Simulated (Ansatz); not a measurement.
# InTe2 (hypothetical, Fm-3m): thermal expansion from first principles

How much does InTe2 (hypothetical) expand with temperature? The compound is hypothetical: it was made by swapping elements on a known structure type.

Method: DFT PBEsol, scalar-relativistic, plane waves, PAW, in Ansatz 0.2.0.

### 1. Set-up

It takes space group Fm-3m (No. 225, cubic). The conventional cell has a = 6.740 Å, b = 6.740 Å, c = 6.740 Å, α = 90.00°, β = 90.00°, γ = 90.00°. Nearest to In lie 8 Te at 2.92 Å. Te has 4 In at 2.92 Å nearest. Farther neighbours and most contacts between anions are not listed.

### 2. Probe on a coarse mesh

A cheap single point shows whether the cell is a metal or an insulator and how far it is from rest; that sets the k-mesh and the occupations of what follows.

File input.yaml:

```yaml
crystal:
  lattice:
    - [0.0, 3.37017, 3.37017]
    - [3.37017, 0.0, 3.37017]
    - [3.37017, 3.37017, 0.0]
  atoms:
    - { symbol: In, position: [0.0, 0.0, 0.0] }
    - { symbol: Te, position: [0.75, 0.75, 0.75] }
    - { symbol: Te, position: [0.25, 0.25, 0.25] }
kpoints:
  mp_grid: { grid: [6, 6, 6] }
hamiltonian:
  xc: pbesol
scf:
  occupations: { method: gaussian, width: 0.1 }
output:
  forces: true
  stress: true
  eigenvalues: true
```

Run with:

```
$ ansatz run input.yaml --threads 4 --pin off --max-ram 8192MiB --backend cpu --events-out ev --progress --plain --runs-dir out
```

Numbers of over 12 decimals in the logs are rounded to 6 here.

Output:

```text
Engine: ansatz 0.2.0, aarch64-unknown-linux-gnu
Pseudopotentials: kind: paw
Pseudopotential: In, paw, valence charge 13, recommended cutoff 420 eV (normal), In.paw.azcp
Pseudopotential: Te, paw, valence charge 16, recommended cutoff 420 eV (normal), Te.paw.azcp
Functional definition: PBEsol
  exchange = pbesol_x
  correlation = pbesol_c
Crystal: 3 atoms, lattice volume = 76.557 Å³
Basis set: ecut = 420 eV, 1459 PW (Γ), exchange–correlation on 64×64×64 points (8 copies of the dense FFT grid, shifted against one another)
Bands: 27, of which v1, the nominal top of the filled ones, is band 23 counted from 1 (22 counted from 0)
Symmetry: 48 space group operations
Space group: Fm-3m (ITA 225), of the structure as read, at distance tolerance 4.2e-5 Å
k-points: 16 of 216
Non-local potential: In, projectors of the file, l = 0: 2, l = 1: 2, l = 2: 2, l = 3: 2
Non-local potential: Te, projectors of the file, l = 0: 2, l = 1: 2, l = 2: 2, l = 3: 2
PAW form: soft (Blöchl's): semilocal exchange-correlation on the pseudo side does not see the compensation charge
PAW frozen core: In, regenerated for the run's functional, and the local potential with it (the file was generated under x = pbe(κ = 0.804, μ = 0.219515), c = pbe(β = 0.066725))
PAW frozen core: Te, regenerated for the run's functional, and the local potential with it (the file was generated under x = pbe(κ = 0.804, μ = 0.219515), c = pbe(β = 0.066725))
PAW one-centre angular grid: In, 590 points (default); XC on 64 Gauss nodes
PAW one-centre angular grid: Te, 590 points (default); XC on 64 Gauss nodes
Initial density: superposition of atomic densities (neutral atoms: chi_scale 0, normalization atom), corrected by the library's trained network
Initial wavefunctions: pseudopotential atomic-orbital guess
Functional: x = pbesol(κ = 0.804, μ = 0.123457), c = pbesol(β = 0.046)
SCF iter   1: F=—  HF=-19327.238685 eV  |F-HF|=—  |Δ(HF+E_count)|=         —  Δρ=2.70e-3  dr2=4.54e-3  ethr=1.77e-3  ⟨swp⟩=6.0  Hψ=1889  notcnv=0
preconditioner: auto → LDOS  [metal: Δε(μ)=0.073 eV  Ē_g=12.542 eV  σ=0.100 eV  W_gap=0.36  n_scr=14 (ndim 8)  ℏωp=21.2 eV  f_vac=0.031  D(μ)=2.81/eV (n_scr^D=14)  β→1.0]
SCF iter   2: F=—  HF=-19327.235219 eV  |F-HF|=—  |Δ(HF+E_count)|=   3.47e-3  Δρ=7.89e-4  dr2=9.56e-4  ethr=1.01e-5  ⟨swp⟩=2.0  Hψ=763  notcnv=0
SCF iter   3: F=—  HF=-19327.234902 eV  |F-HF|=—  |Δ(HF+E_count)|=   3.17e-4  Δρ=6.03e-4  dr2=2.07e-4  ethr=2.12e-6  ⟨swp⟩=2.0  Hψ=628  notcnv=0
SCF iter   4: F=—  HF=-19327.234844 eV  |F-HF|=—  |Δ(HF+E_count)|=   5.79e-5  Δρ=1.70e-4  dr2=2.74e-5  ethr=4.60e-7  ⟨swp⟩=2.0  Hψ=603  notcnv=0
SCF iter   5: F=—  HF=-19327.234828 eV  |F-HF|=—  |Δ(HF+E_count)|=   1.60e-5  Δρ=3.33e-5  dr2=1.50e-6  ethr=6.08e-8  ⟨swp⟩=2.0  Hψ=630  notcnv=0
SCF iter   6: F=—  HF=-19327.234828 eV  |F-HF|=—  |Δ(HF+E_count)|=   7.00e-8  Δρ=1.58e-5  dr2=1.59e-7  ethr=3.34e-9  ⟨swp⟩=2.0  Hψ=793  notcnv=0
SCF iter   7: F=-19327.234828 eV  HF=-19327.234828 eV  |F-HF|=6.62e-10  |Δ(HF+E_count)|=   1.87e-9  Δρ=3.23e-6  dr2=8.24e-9  ethr=2.22e-10  ⟨swp⟩=6.2  Hψ=1800  notcnv=0
SCF 1 converged in 7 iterations: F = -19327.234828 eV  dr2 = 8.24e-9
  greatest PAW one-centre occupation: 0.999 electrons in one spin orbital (limit 2), on the Te atom at site 2 (counted from 0), in its partial waves of l = 2
SCF converged after 7 iterations
Free energy (F): -19327.234828 eV
Harris-Foulkes:  -19327.234828 eV  (|F-HF|=6.62e-10)
Internal energy: -19327.220579 eV  (E = F + TS)
E sigma→0 (E₀):  -19327.227704 eV
Entropy (-TS):   -0.014249 eV (-4.750 meV/atom)
Fermi energy:    12.332674 eV
--- Per-component energies (eV) ---
  E_band       = -428.916827
  E_kinetic    = 614.107643
  E_local      = -3247.978444  (includes V_loc(G=0)·N_el)
  E_nonlocal   = -246.580723
  E_hartree    = 1913.716362
  E_xc         = -465.188975
  E_vxc        = -314.620008  (∫ρ·V_xc dr)
  E_paw        = -13252.475316  (= ΣΔE_a)
  E_vpaw       = -1061.271525  (= ΣTr[D̂ρ^β])
  E_aug_tail   = -0.000319  (compensation charges beyond the density's cutoff)
  E_ewald      = -4643.806341
  E_core_change = 0.985533  (= ΣΔE_core)
  E_smearing   = -0.014249  (= −TS)
  E_closure    = 0.000000  (closes the sum)
  Σ components = -19327.234828   (vs F -19327.234828, Δ=0.00e0)
--- Forces (eV/Å), atoms counted from 1 ---
  atom   1  In    -0.00000000     0.00000000    -0.00000000
  atom   2  Te    -0.00000000     0.00000000    -0.00000000
  atom   3  Te     0.00000000     0.00000000    -0.00000000
  max |Σ_I F_I| component: 9.25e-18 eV/Å
--- Stress (GPa, compression-positive) ---
       15.753952      -0.000000      -0.000000
       -0.000000      15.753952      -0.000000
        0.000000       0.000000      15.753952
  P = ⅓ Tr σ = 15.7540 GPa (157.540 kbar)
--- Band table (eV; the first three rows and the last of 16) ---
  k-point 0: bands = [... 19 lower, 8.7780, 10.8044, 10.8044, 10.8044, 11.0352, 13.7695, 13.7695, 13.7695]
  k-point 1: bands = [... 19 lower, 8.6432, 9.6832, 10.5616, 10.5616, 12.9994, 14.0924, 14.0924, 14.4767]
  k-point 2: bands = [... 19 lower, 8.4705, 9.3906, 9.9888, 9.9888, 13.8830, 15.3335, 15.3335, 17.5588]
  k-point 15: bands = [... 19 lower, 7.8723, 10.7861, 11.9211, 13.3985, 13.8092, 15.4611, 17.4829, 18.0386]
```

Wall time 1.1 s (4 threads of Arm Neoverse V2, shared host); peak memory 0.37 GiB.

The column dr2 measures how far the density is from self-consistency, as an energy; F and HF (Harris–Foulkes) agree once it is small.

Numbers from this step:

| Quantity | Value |
| --- | --- |
| pressure | 15.75 GPa |
| volume per atom | 25.52 Å³ |
| gap on the k-mesh | 0 eV |

The start is under 16 GPa at this level and looks like a metal on this mesh.

### 3. A loose first relaxation

The start is far from rest, so a relaxation with loose thresholds first brings it near the minimum.

Changes to input.yaml since step 2:

```diff
@@ -19 +19,6 @@
   eigenvalues: true
+relax:
+  adjacent_minimum: "off"
+  f_tol: 0.05
+  max_steps: 80
+  cell: { stress_tol: 0.5 }
```

Output:

```text
[...]
Crystal: 3 atoms, lattice volume = 76.557 Å³
Basis set: ecut = 420 eV, 1459 PW (Γ), exchange–correlation on 64×64×64 points (8 copies of the dense FFT grid, shifted against one another)
Bands: 27, of which v1, the nominal top of the filled ones, is band 23 counted from 1 (22 counted from 0)
Symmetry: 48 space group operations
[...]
k-points: 16 of 216
[...]
SCF iter   1: F=—  HF=-19327.238685 eV  |F-HF|=—  |Δ(HF+E_count)|=         —  Δρ=2.70e-3  dr2=4.54e-3  ethr=1.77e-3  ⟨swp⟩=6.0  Hψ=1889  notcnv=0
[...]
SCF iter   7: F=-19327.234828 eV  HF=-19327.234828 eV  |F-HF|=6.62e-10  |Δ(HF+E_count)|=   1.87e-9  Δρ=3.23e-6  dr2=8.24e-9  ethr=2.22e-10  ⟨swp⟩=6.2  Hψ=1800  notcnv=0
SCF 1 converged in 7 iterations: F = -19327.234828 eV  dr2 = 8.24e-9
[...]
relax step   1: F+E_penalty+E_count = -19327.23482834 eV  Δ(F+E_penalty+E_count) = +0.000e0 eV  max|allowed force component| = 3.469e-18 eV/Å  Δτ_max = 0.0000 Å  P = +15.754 GPa  Ω = 76.557 Å³  (7 SCF iters, dr2 threshold 1.00e-7 eV, accepted)
Crystal: 3 atoms, lattice volume = 88.308 Å³
Basis set: ecut = 420 eV, 1759 PW (Γ), exchange–correlation on 64×64×64 points (8 copies of the dense FFT grid, shifted against one another)
[...]
iter 1 solved again at ethr=1.96e-5 eV; its pass at ethr=3.10e-3 eV (dr2=8.83e-3 eV) is discarded
[...]
SCF iter   5: F=-19327.890931 eV  HF=-19327.890931 eV  |F-HF|=8.32e-8  |Δ(HF+E_count)|=   7.77e-7  Δρ=1.04e-5  dr2=1.77e-7  ethr=6.67e-10  ⟨swp⟩=4.8  Hψ=2003  notcnv=0
SCF 2 converged in 5 iterations: F = -19327.890931 eV  dr2 = 1.77e-7
[...]
relax step   2: F+E_penalty+E_count = -19327.89093125 eV  Δ(F+E_penalty+E_count) = -6.561e-1 eV  max|allowed force component| = 1.831e-17 eV/Å  Δτ_max = 0.0000 Å  P = +3.617 GPa  Ω = 88.308 Å³  energy of the carried Pulay correction = -3.029e-3 eV  (5 SCF iters, dr2 threshold 3.00e-7 eV, accepted)
Crystal: 3 atoms, lattice volume = 92.534 Å³
Basis set: ecut = 420 eV, 1807 PW (Γ), exchange–correlation on 64×64×64 points (8 copies of the dense FFT grid, shifted against one another)
[...]
SCF iter   5: F=-19327.948598 eV  HF=-19327.948598 eV  |F-HF|=1.84e-9  |Δ(HF+E_count)|=   1.11e-8  Δρ=3.67e-6  dr2=1.32e-8  ethr=6.67e-10  ⟨swp⟩=5.9  Hψ=1708  notcnv=0
SCF 3 converged in 5 iterations: F = -19327.948598 eV  dr2 = 1.32e-8
relax step   3: F+E_penalty+E_count = -19327.94859798 eV  Δ(F+E_penalty+E_count) = -5.767e-2 eV  max|allowed force component| = 1.581e-17 eV/Å  Δτ_max = 0.0000 Å  P = +0.937 GPa  Ω = 92.534 Å³  energy of the carried Pulay correction = -3.960e-3 eV  (5 SCF iters, dr2 threshold 3.00e-7 eV, accepted)
[...]
relax step   4: F+E_penalty+E_count = -19327.95319431 eV  Δ(F+E_penalty+E_count) = -4.596e-3 eV  max|allowed force component| = 2.236e-17 eV/Å  Δτ_max = 0.0000 Å  P = -0.103 GPa  Ω = 94.505 Å³  energy of the carried Pulay correction = -4.370e-3 eV  (4 SCF iters, dr2 threshold 3.00e-7 eV, accepted)
Basis set: ecut = 420 eV, 1837 PW (Γ), exchange–correlation on 72×72×72 points (8 copies of the dense FFT grid, shifted against one another)
[...]
SCF iter   5: F=-19327.956488 eV  HF=-19327.956488 eV  |F-HF|=1.55e-9  |Δ(HF+E_count)|=   2.69e-8  Δρ=1.59e-6  dr2=1.89e-9  ethr=6.67e-12  ⟨swp⟩=6.1  Hψ=1760  notcnv=0
SCF 5 converged in 5 iterations: F = -19327.956488 eV  dr2 = 1.89e-9
relax step   5: F+E_penalty+E_count = -19327.95648822 eV  Δ(F+E_penalty+E_count) = -3.294e-3 eV  max|allowed force component| = 2.082e-17 eV/Å  Δτ_max = 0.0000 Å  P = -0.097 GPa  Ω = 94.505 Å³  stress off target by 9.70e-2 GPa  SCF on the basis re-selected at this cell (its energy is not comparable with the rows above)  (5 SCF iters)
basis re-selected at this cell: Δ(F+E_penalty+E_count) = -3.294e-3 eV, ΔP = +0.006 GPa vs the last step (what re-selecting the basis moved, of the pressure what is left beyond the Pulay correction that the steps carried, after the strain that the cell walked since its last selection, with what the two solves' SCF thresholds leave and, on support functions, any second-order correction that the steps lacked; it is no measure of the basis error at this ecutwfc). The dense FFT grid was sized anew with the basis: this SCF ran on 36×36×36 points, the steps before it on 32×32×32, so part of this shift can come from that change (see relax.cell in the input reference). [rest of the remark cut]
SCF converged after 5 iterations
Free energy (F): -19327.956488 eV
[...]
Internal energy: -19327.943563 eV  (E = F + TS)
E sigma→0 (E₀):  -19327.950026 eV
Entropy (-TS):   -0.012925 eV (-4.308 meV/atom)
Fermi energy:    8.892462 eV
[...]
--- Stress (GPa, compression-positive) ---
       -0.097017      -0.000000      -0.000000
       -0.000000      -0.097017      -0.000000
       -0.000000       0.000000      -0.097017
  P = ⅓ Tr σ = -0.0970 GPa (-0.970 kbar)
--- Band table (eV; the first three rows and the last of 16) ---
  k-point 0: bands = [... 19 lower, 6.0602, 6.7090, 7.7909, 7.7909, 7.7909, 10.7467, 10.7467, 10.7467]
  k-point 1: bands = [... 19 lower, 5.9936, 6.3080, 7.5733, 7.5733, 9.2082, 11.0590, 11.0590, 11.1606]
  k-point 2: bands = [... 19 lower, 5.9216, 6.3111, 7.1044, 7.1044, 10.0436, 12.0614, 12.0614, 13.3323]
  k-point 15: bands = [... 19 lower, 5.3365, 7.5639, 8.6288, 9.5734, 9.8718, 12.2911, 13.3118, 14.0348]
--- Relaxed structure (4 steps of the walk, 4 accepted, 1 SCFs on fresh bases) ---
  F+E_penalty+E_count = -19327.95648822 eV   max|allowed force component| = 2.082e-17 eV/Å   (the final SCF, on the basis selected at the relaxed cell)
  cell:  # Å, volume = 94.5051 Å³
    - [0, 3.615278, 3.615278]
    - [3.615278, 0, 3.615278]
    - [3.615278, 3.615278, 0]
  atoms:
    - { symbol: In, position: [0, 0, 0] }
    - { symbol: Te, position: [0.750000, 0.750000, 0.750000] }
    - { symbol: Te, position: [0.250000, 0.250000, 0.250000] }
```

Wall time 3 s (4 threads); peak memory 0.41 GiB.

The steps of the relaxation:

| step | energy less that of the first step (eV) | largest force component (eV/Å) | pressure (GPa) | volume (Å³) |
| --- | --- | --- | --- | --- |
| 1 | 0.0000 | 0.0000 | 15.75 | 76.56 |
| 2 | -0.6561 | 0.0000 | 3.62 | 88.31 |
| 3 | -0.7138 | 0.0000 | 0.94 | 92.53 |
| 4 | -0.7184 | 0.0000 | -0.10 | 94.51 |
| 5* | -0.7217 | 0.0000 | -0.10 | 94.51 |

Relaxation steps marked * repeat the geometry before them on a plane-wave basis chosen anew for their cell, so energy and pressure can jump there.

Forces are held to the 48 operations that the run works with; a distortion that breaks them can't arise in this run.

| conventional cell, symmetrised | before | after | change |
| --- | --- | --- | --- |
| a (Å) | 6.740 | 7.231 | +7.3 % |
| b (Å) | 6.740 | 7.231 | +7.3 % |
| c (Å) | 6.740 | 7.231 | +7.3 % |
| volume (Å³/atom) | 25.52 | 31.50 | +23.4 % |

The relaxed structure:

```
In Te
1.0
     0.00000    3.61528    3.61528
     3.61528    0.00000    3.61528
     3.61528    3.61528    0.00000
In Te
1 2
Cartesian
  0.0000 0.0000 0.0000
  5.4229 5.4229 5.4229
  1.8076 1.8076 1.8076
```

This step gave:

| Quantity | Value |
| --- | --- |
| pressure | -0.09702 GPa |
| volume per atom | 31.50 Å³ |

The relaxation ends with a pressure of -0.10 GPa.

### 4. Relaxation

Phonons are second derivatives about a minimum, so cell and atoms are relaxed first, inside the symmetry of the start.

input.yaml, the sections that differ from step 3:

```yaml
crystal:
  lattice:
    - [0.0, 3.6152783265, 3.6152783265]
    - [3.6152783265, 0.0, 3.6152783265]
    - [3.6152783265, 3.6152783265, 0.0]
  atoms:
    - { symbol: In, position: [0.0, 0.0, 0.0] }
    - { symbol: Te, position: [0.75, 0.75, 0.75] }
    - { symbol: Te, position: [0.25, 0.25, 0.25] }
kpoints:
  mp_grid: { grid: [10, 10, 10] }
relax:
  adjacent_minimum: "off"
  f_tol: 0.005
  max_steps: 80
  cell: { stress_tol: 0.05 }
# hamiltonian, scf, output: as in step 3
```

Output:

```text
[...]
Crystal: 3 atoms, lattice volume = 94.505 Å³
Basis set: ecut = 420 eV, 1837 PW (Γ), exchange–correlation on 72×72×72 points (8 copies of the dense FFT grid, shifted against one another)
Bands: 27, of which v1, the nominal top of the filled ones, is band 23 counted from 1 (22 counted from 0)
Symmetry: 48 space group operations
[...]
k-points: 47 of 1000
[...]
k-point 46: bands = [... 19 lower, 5.7633, 7.1254, 8.8987, 9.7028, 9.8883, 12.0418, 13.5823, 14.0096]
--- Relaxed structure (2 steps of the walk, 2 accepted, 1 SCFs on fresh bases) ---
[...]
cell:  # Å, volume = 94.0401 Å³
    - [0, 3.609339, 3.609339]
    - [3.609339, 0, 3.609339]
    - [3.609339, 3.609339, 0]
  atoms:
    - { symbol: In, position: [0, 0, 0] }
    - { symbol: Te, position: [0.75, 0.75, 0.75] }
    - { symbol: Te, position: [0.25, 0.25, 0.25] }
[key lines of the parts left out:]
SCF converged after 5 iterations
Free energy (F): -19327.949478 eV
Fermi energy:    8.939535 eV
P = ⅓ Tr σ = 0.0492 GPa (0.492 kbar)
```

Wall time 5 s (4 threads); peak memory 0.47 GiB; 19 s of CPU time.

Step by step:

| step | energy less that of the first step (eV) | largest force component (eV/Å) | pressure (GPa) | volume (Å³) |
| --- | --- | --- | --- | --- |
| 1 | 0.0000 | 0.0000 | -0.18 | 94.51 |
| 2 | -0.0003 | 0.0000 | 0.05 | 94.04 |
| 3* | -0.0002 | 0.0000 | 0.05 | 94.04 |

Relaxation steps marked * repeat the geometry before them on a plane-wave basis chosen anew for their cell, so energy and pressure can jump there.

Forces are held to the 48 operations that the run works with; a distortion that breaks them can't arise in this run.

| conventional cell, symmetrised | before | after | change |
| --- | --- | --- | --- |
| a (Å) | 7.231 | 7.219 | -0.2 % |
| b (Å) | 7.231 | 7.219 | -0.2 % |
| c (Å) | 7.231 | 7.219 | -0.2 % |
| volume (Å³/atom) | 31.50 | 31.35 | -0.5 % |

Final coordinates:

```xyz
3
Lattice="0.0000 3.6093 3.6093 3.6093 0.0000 3.6093 3.6093 3.6093 0.0000" Properties=species:S:1:pos:R:3 pbc="T T T"
In    0.0000    0.0000    0.0000
Te    5.4140    5.4140    5.4140
Te    1.8047    1.8047    1.8047
```

Numbers from this step:

| Quantity | Value |
| --- | --- |
| pressure | 0.04915 GPa |
| volume per atom | 31.35 Å³ |

### 5. Tight relaxation

The relaxation is repeated with tighter thresholds on force and stress, since phonons are sensitive to what is left; a change of mesh or smearing in the input moves the cell too.

input.yaml, the sections that differ from step 4:

```yaml
crystal:
  lattice:
    - [0.0, 3.609339266, 3.609339266]
    - [3.609339266, 0.0, 3.609339266]
    - [3.609339266, 3.609339266, 0.0]
  atoms:
    - { symbol: In, position: [0.0, 0.0, 0.0] }
    - { symbol: Te, position: [0.75, 0.75, 0.75] }
    - { symbol: Te, position: [0.25, 0.25, 0.25] }
scf:
  occupations: { method: methfessel_paxton, width: 0.15 }
relax:
  adjacent_minimum: "off"
  f_tol: 0.001
  max_steps: 60
  cell: { stress_tol: 0.01 }
# kpoints, hamiltonian, output: as in step 4
```

Output:

```text
[...]
Crystal: 3 atoms, lattice volume = 94.040 Å³
Basis set: ecut = 420 eV, 1837 PW (Γ), exchange–correlation on 72×72×72 points (8 copies of the dense FFT grid, shifted against one another)
Bands: 27, of which v1, the nominal top of the filled ones, is band 23 counted from 1 (22 counted from 0)
Symmetry: 48 space group operations
[...]
k-points: 47 of 1000
[...]
k-point 46: bands = [... 19 lower, 5.7559, 7.1169, 8.8886, 9.6922, 9.8775, 12.0331, 13.5702, 13.9978]
--- Relaxed structure (2 steps of the walk, 2 accepted, 1 SCFs on fresh bases) ---
[...]
cell:  # Å, volume = 94.1011 Å³
    - [0, 3.610119, 3.610119]
    - [3.610119, 0, 3.610119]
    - [3.610119, 3.610119, 0]
  atoms:
    - { symbol: In, position: [0, 0, 0] }
    - { symbol: Te, position: [0.750000, 0.750000, 0.750000] }
    - { symbol: Te, position: [0.25, 0.25, 0.25] }
[key lines of the parts left out:]
SCF converged after 6 iterations
Free energy (F): -19327.942801 eV
Fermi energy:    8.931961 eV
P = ⅓ Tr σ = -0.0066 GPa (-0.066 kbar)
```

Wall time 5.8 s (4 threads); peak memory 0.47 GiB.

Little changed from the start: no atom moved by 0.005 Å and no cell edge by 0.1 %.

This step gave:

- pressure: -0.006638 GPa
- volume per atom: 31.37 Å³

The residual pressure is -0.0066 GPa, small enough for phonons.

(Part 1 of 3 ends here.)

[Logs are printed without paths, hosts, clocks, repeated set-up lines and the standing remarks that a program may print on its own settings, such as how far it seeks lower states.]

[Hosts, paths, dates, database ids (printed as entryN), source tags and the programs' standing remarks are cut or masked in the printed files.]

[A step with changed settings may run another functional than the one named; its input shows which.]

[Pressures of single members of a volume series are the stress at the run's cutoff; with an incomplete basis they can lie off −dE/dV of the same runs, and they are not shown converged.]
